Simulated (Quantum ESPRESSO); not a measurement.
# Collinear magnetic orders of BaMn2Sb2 with Quantum ESPRESSO

Wanted: the moments of BaMn2Sb2 and the energy of each order that was tried.

Program: Quantum ESPRESSO 7.5. Level of theory: LDA; plane waves with GBRV 1.5 LDA potentials, no spin-orbit coupling. Results are calculated unless marked as measured.

## 1. Set-up

The structure is tetragonal, space group I4/mmm (No. 139). The conventional cell has a = 4.530 Å, b = 4.530 Å, c = 12.944 Å, α = 90.00°, β = 90.00°, γ = 90.00°. Ba has 8 Sb at 3.66 Å and 8 Mn at 3.95 Å nearest. Mn has 4 Sb at 2.70 Å and 4 Mn at 3.20 Å and 4 Ba at 3.95 Å nearest. Sb has 4 Mn at 2.70 Å and 1 Sb at 3.53 Å and 4 Ba at 3.66 Å nearest. Farther neighbours are not listed.

The cell comes from Materials Project 2023-11-01, a database of computed structures, and need not be the stable phase.

## 2. Start 1: ferro ++

The signs are those of the starting moments on the seeded atoms, the atoms that are given a moment.

File pw.in:

```
&CONTROL
  calculation = 'scf'
  prefix = 'pwscf'
  outdir = './tmp'
  pseudo_dir = './pseudo'
  disk_io = 'nowf'
/
&SYSTEM
  ibrav = 0
  celldm(1) = 8
  nat = 5
  ntyp = 3
  ecutwfc = 40
  ecutrho = 280
  nbnd = 49
  occupations = 'smearing'
  smearing = 'fd'
  degauss = 0.00734986
  nspin = 2
  starting_magnetization(1) = 0
  starting_magnetization(2) = 0.2333
  starting_magnetization(3) = 0
/
&ELECTRONS
  conv_thr = 1d-08
  electron_maxstep = 150
  mixing_beta = 0.3
/
ATOMIC_SPECIES
Ba    137.3270 ba_lda_v1.uspp.F.UPF
Mn     54.9380 mn_lda_v1.5.uspp.F.UPF
Sb    121.7600 sb_lda_v1.4.uspp.F.UPF
CELL_PARAMETERS alat
  -0.5350648500468    0.5350648500468    1.5287676478349
   0.5350648500468   -0.5350648500468    1.5287676478349
   0.5350648500468    0.5350648500468   -1.5287676478349
ATOMIC_POSITIONS crystal
Ba      0.0000000000    0.0000000000    0.0000000000
Mn      0.7500000000    0.2500000000    0.5000000000
Mn      0.2500000000    0.7500000000    0.5000000000
Sb      0.6362330000    0.6362330000    0.0000000000
Sb      0.3637670000    0.3637670000    0.0000000000
K_POINTS automatic
8 8 8 0 0 0
```

Started as:

```console
OMP_NUM_THREADS=1 mpirun -n 4 pw.x -nk 4 -in pw.in > pw.out
```

The log of the run:

```text
Program PWSCF v.7.5 starts

     Message from routine setup:
     using ibrav=0 with symmetry is DISCOURAGED, use correct ibrav instead

     K-points division:     npool     =       4
     Subspace diagonalization in iterative solution of the eigenvalue problem:

     G-vector sticks info
     --------------------
     sticks:   dense  smooth     PW     G-vecs:    dense   smooth      PW
     Sum        3309    1889    639                70853    30689    6101

     Using Slab Decomposition

     bravais-lattice index     =            0
     lattice parameter (alat)  =       8.0000  a.u.
     unit-cell volume          =     896.3637 (a.u.)^3
     number of atoms/cell      =            5
     number of atomic types    =            3
     number of electrons       =        70.00
     number of Kohn-Sham states=           49
     kinetic-energy cutoff     =      40.0000  Ry
     charge density cutoff     =     280.0000  Ry
     scf convergence threshold =      1.0E-08
     mixing beta               =       0.3000
     number of iterations used =            8  plain     mixing
     Exchange-correlation=  SLA  PZ   NOGX NOGC
                           (   1   1   0   0   0   0   0)

     celldm(1)=   8.000000  celldm(2)=   0.000000  celldm(3)=   0.000000
     celldm(4)=   0.000000  celldm(5)=   0.000000  celldm(6)=   0.000000

     crystal axes: (cart. coord. in units of alat)
               a(1) = (  -0.535065   0.535065   1.528768 )
               a(2) = (   0.535065  -0.535065   1.528768 )
               a(3) = (   0.535065   0.535065  -1.528768 )

     reciprocal axes: (cart. coord. in units 2 pi/alat)
               b(1) = ( -0.000000  0.934466  0.327061 )
               b(2) = (  0.934466 -0.000000  0.327061 )
               b(3) = (  0.934466  0.934466  0.000000 )

     PseudoPot. # 1 for Ba read from file:
     ba_lda_v1.uspp.F.UPF
     Pseudo is Ultrasoft + core correction, Zval = 10.0
     Generated by new atomic code, or converted to UPF format
     Using radial grid of  907 points,  7 beta functions with:
                l(1) =   0
                l(2) =   0
                l(3) =   1
                l(4) =   1
                l(5) =   2
                l(6) =   2
                l(7) =   3
     Q(r) pseudized with  6 coefficients,  rinner =    1.700   1.700   1.700
                                                       1.700   1.700   1.700
                                                       1.700

     PseudoPot. # 2 for Mn read from file:
     mn_lda_v1.5.uspp.F.UPF
     Pseudo is Ultrasoft + core correction, Zval = 15.0
     Generated by new atomic code, or converted to UPF format
     Using radial grid of  859 points,  6 beta functions with:
                l(1) =   0
                l(2) =   0
                l(3) =   1
                l(4) =   1
                l(5) =   2
                l(6) =   2
     Q(r) pseudized with  8 coefficients,  rinner =    0.950   0.950   0.950
                                                       0.950   0.950

     PseudoPot. # 3 for Sb read from file:
     sb_lda_v1.4.uspp.F.UPF
     Pseudo is Ultrasoft + core correction, Zval = 15.0
     Generated by new atomic code, or converted to UPF format
     Using radial grid of  891 points,  6 beta functions with:
                l(1) =   0
                l(2) =   0
                l(3) =   1
                l(4) =   1
                l(5) =   2
                l(6) =   2
     Q(r) pseudized with  8 coefficients,  rinner =    1.350   1.350   1.350
                                                       1.350   1.350

     atomic species   valence    mass     pseudopotential
     Ba               10.00   137.32700     Ba( 1.00)
     Mn               15.00    54.93800     Mn( 1.00)
     Sb               15.00   121.76000     Sb( 1.00)

     Starting magnetic structure
     atomic species   magnetization
     Ba              0.000
     Mn              0.233
     Sb              0.000

     16 Sym. Ops., with inversion, found

   Cartesian axes

     site n.     atom                  positions (alat units)
         1        Ba     tau(   1) = (   0.0000000   0.0000000   0.0000000  )
         2        Mn     tau(   2) = (   0.0000000   0.5350649   0.7643838  )
         3        Mn     tau(   3) = (   0.5350649   0.0000000   0.7643838  )
         4        Sb     tau(   4) = (   0.0000000   0.0000000   1.9453049  )
         5        Sb     tau(   5) = (   0.0000000   0.0000000   1.1122304  )

     number of k points=    59  Fermi-Dirac smearing, width (Ry)=  0.0073
                       cart. coord. in units 2pi/alat
        k(    1) = (   0.0000000   0.0000000   0.0000000), wk =   0.0019531
        k(    2) = (   0.1168083   0.1168083   0.0000000), wk =   0.0078125
        k(    3) = (   0.2336165   0.2336165   0.0000000), wk =   0.0078125
        k(    4) = (   0.3504248   0.3504248   0.0000000), wk =   0.0078125
        k(    5) = (  -0.4672331  -0.4672331   0.0000000), wk =   0.0039062
        [... 54 further k-points ...]

     Dense  grid:    70853 G-vectors     FFT dimensions: (  75,  75,  75)

     Smooth grid:    30689 G-vectors     FFT dimensions: (  60,  60,  60)

     Check: negative core charge=   -0.000022
     Generating pointlists ...
     new r_m :   0.3563 (alat units)  2.8504 (a.u.) for type    1
     new r_m :   0.2633 (alat units)  2.1060 (a.u.) for type    2
     new r_m :   0.2633 (alat units)  2.1060 (a.u.) for type    3

     Initial potential from superposition of free atoms

     starting charge      66.9871, renormalised to      70.0000

     negative rho (up, down):  5.190E-02 5.191E-02
     Starting wfcs are   57 randomized atomic wfcs

     Self-consistent Calculation

     iteration #  1     ecut=    40.00 Ry     beta= 0.30
     Davidson diagonalization with overlap
     ethr =  1.00E-02,  avg # of iterations =  4.3

     negative rho (up, down):  4.683E-02 4.695E-02

     total energy              =    -856.00908102 Ry
     estimated scf accuracy    <      16.79381018 Ry

     total magnetization       =     3.29 Bohr mag/cell
     absolute magnetization    =     3.52 Bohr mag/cell

     iteration #  2     ecut=    40.00 Ry     beta= 0.30
     Davidson diagonalization with overlap
     ethr =  1.00E-02,  avg # of iterations =  3.6

     negative rho (up, down):  4.623E-02 4.632E-02

     total energy              =    -859.15070654 Ry
     estimated scf accuracy    <      44.76779203 Ry

     total magnetization       =     0.43 Bohr mag/cell
     absolute magnetization    =     0.52 Bohr mag/cell

     iteration #  3     ecut=    40.00 Ry     beta= 0.30
     Davidson diagonalization with overlap
     ethr =  1.00E-02,  avg # of iterations =  2.0

     negative rho (up, down):  4.564E-02 4.574E-02

     total energy              =    -861.87025954 Ry
     estimated scf accuracy    <       0.67050324 Ry

     total magnetization       =     5.40 Bohr mag/cell
     absolute magnetization    =     5.78 Bohr mag/cell

     [... further iterations left out ...]

     iteration # 12     ecut=    40.00 Ry     beta= 0.30
     Davidson diagonalization with overlap
     ethr =  7.27E-08,  avg # of iterations =  3.0

     negative rho (up, down):  4.501E-02 4.559E-02

     total energy              =    -861.92043053 Ry
     estimated scf accuracy    <       0.00000280 Ry

     total magnetization       =     7.30 Bohr mag/cell
     absolute magnetization    =     7.64 Bohr mag/cell

     iteration # 13     ecut=    40.00 Ry     beta= 0.30
     Davidson diagonalization with overlap
     ethr =  3.99E-09,  avg # of iterations =  3.3

     negative rho (up, down):  4.502E-02 4.560E-02

     total energy              =    -861.92043109 Ry
     estimated scf accuracy    <       0.00000038 Ry

     total magnetization       =     7.30 Bohr mag/cell
     absolute magnetization    =     7.64 Bohr mag/cell

     iteration # 14     ecut=    40.00 Ry     beta= 0.30
     Davidson diagonalization with overlap
     ethr =  5.43E-10,  avg # of iterations =  2.0

     negative rho (up, down):  4.502E-02 4.560E-02

     total energy              =    -861.92043116 Ry
     estimated scf accuracy    <       0.00000008 Ry

     total magnetization       =     7.30 Bohr mag/cell
     absolute magnetization    =     7.64 Bohr mag/cell

     iteration # 15     ecut=    40.00 Ry     beta= 0.30
     Davidson diagonalization with overlap
     ethr =  1.08E-10,  avg # of iterations =  2.4

     negative rho (up, down):  4.502E-02 4.560E-02

     Magnetic moment per site  (integrated on atomic sphere of radius R)
     atom   1 (R=0.356)  charge=  8.1944  magn=  0.0348
     atom   2 (R=0.263)  charge= 13.5344  magn=  3.4419
     atom   3 (R=0.263)  charge= 13.5344  magn=  3.4419
     atom   4 (R=0.263)  charge= 12.3056  magn= -0.0443
     atom   5 (R=0.263)  charge= 12.3056  magn= -0.0443

     End of self-consistent calculation

     Number of k-points >= 100: set verbosity='high' to print the bands.

     the Fermi energy is    10.4292 ev

!    total energy              =    -861.92043118 Ry
     estimated scf accuracy    <          6.8E-09 Ry
     smearing contrib. (-TS)   =      -0.01200708 Ry
     internal energy E=F+TS    =    -861.90842410 Ry

     The total energy is F=E-TS. E is the sum of the following terms:
     one-electron contribution =    -529.22208033 Ry
     hartree contribution      =     294.92665211 Ry
     xc contribution           =    -167.17640562 Ry
     ewald contribution        =    -460.43659025 Ry

     total magnetization       =     7.30 Bohr mag/cell
     absolute magnetization    =     7.64 Bohr mag/cell

     convergence has been achieved in  15 iterations

=------------------------------------------------------------------------------=
   JOB DONE.
=------------------------------------------------------------------------------=
```

It took 3.4 min on 4 MPI ranks of Intel Xeon Platinum 8559C (Emerald Rapids), shared host; peak memory 1.2 GiB; 14 min of CPU time.

Spin moment in the atom's sphere by atom:

```tsv
atom	spin moment in the atom's sphere (μB)
Ba1	0.03
Mn2	3.44
Mn3	3.44
Sb4	-0.04
Sb5	-0.04
```

Read from the output:

| Quantity | Value |
| --- | --- |
| smearing term TS | 0.1634 eV |
| magnetization | 7.303 μB |
| absolute magnetization | 7.639 μB |
| final state | ferromagnetic |

Spin density in the ac plane of the conventional cell at fractional y = 0.000, with atoms of Ba and Mn and Sb within 0.2 Å of it.

Ten even steps from '0' (0.0 e/Å³) to '9' (4.5 e/Å³), each cell a mean:
```
00000000000000
00000000000000
00000000000000
00000000000000
00000011000000
00000279410000
00000157300000
00000000000000
00000000000000
00000000000000
00000000000000
00000000000000
00000000000000
00000000000000
00000000000000
00000000000000
00000011000000
00000289410000
00000157300000
00000000000000
00000000000000
00000000000000
00000000000000
00000000000000
```
Columns run along a (4.5 Å), rows up along c (12.9 Å), edges of the conventional cell, whose origin can differ from the input's. Atoms in or near the plane, at fractional coordinates: Ba at (0.00, 0.00), Mn at (0.50, 0.75), Mn at (0.50, 0.25), Sb at (0.00, 0.64), Sb at (0.00, 0.36).

Valence density in the ac plane of the conventional cell at fractional y = 0.000, with atoms of Ba and Mn and Sb within 0.2 Å of it. It is the smooth field of the valence electrons, not physical close to the nuclei.

Values in e/Å³, 24 rows by 14 columns, each cell a mean:
```
 0  1  1  1  0  0  0  0  0  0  0  1  1  1
 1  1  0  0  0  0  0  0  0  0  0  0  1  1
 0  0  0  0  0  0  0  0  0  0  0  0  0  0
 0  0  0  0  0  0  0  0  0  0  0  0  0  0
 0  0  0  0  0  1  2  3  1  0  0  0  0  0
 0  0  0  0  1  4 15 14 10  1  0  0  0  0
 0  0  0  0  1  3 11 12  7  1  0  0  0  0
 4  2  1  0  0  0  1  1  1  0  0  1  1  4
15  8  2  1  0  0  0  0  0  0  0  1  4 12
 6  3  1  0  0  0  0  0  0  0  0  1  2  5
 1  0  0  0  0  0  0  0  0  0  0  0  0  1
 0  0  0  0  0  0  0  0  0  0  0  0  0  0
 0  0  0  0  0  0  0  0  0  0  0  0  0  0
 1  1  0  0  0  0  0  0  0  0  0  0  1  1
10  5  1  0  0  0  0  0  0  0  0  1  3  8
13  7  2  0  0  0  0  0  0  0  0  1  3 10
 2  1  1  0  0  1  2  3  1  0  0  0  1  2
 0  0  0  0  1  4 15 14 10  1  0  0  0  0
 0  0  0  0  0  3 11 12  7  1  0  0  0  0
 0  0  0  0  0  0  1  1  1  0  0  0  0  0
 0  0  0  0  0  0  0  0  0  0  0  0  0  0
 0  0  0  0  0  0  0  0  0  0  0  0  0  0
 1  1  1  0  0  0  0  0  0  0  0  0  1  1
-1  1  1  1  0  0  0  0  0  0  0  1  1  0
```
Columns run along a (4.5 Å), rows up along c (12.9 Å), edges of the conventional cell, whose origin can differ from the input's. Atoms in or near the plane, at fractional coordinates: Ba at (0.00, 0.00), Mn at (0.50, 0.75), Mn at (0.50, 0.25), Sb at (0.00, 0.64), Sb at (0.00, 0.36).

[end of part 1 of 2]

[Logs and program files are shortened in this print: banners, set-up blocks, solver, clock and traceback lines can be left out without a mark of their own.]

[Logs are printed without paths, hosts, clocks, repeated set-up lines and the standing remarks that a program may print on its own settings, such as how far it seeks lower states.]

[Hosts, paths, dates, database ids (printed as entryN), source tags and the programs' standing remarks are cut or masked in the printed files.]

[Where a cell is said to come from a database of computed structures, the database is the Materials Project.]
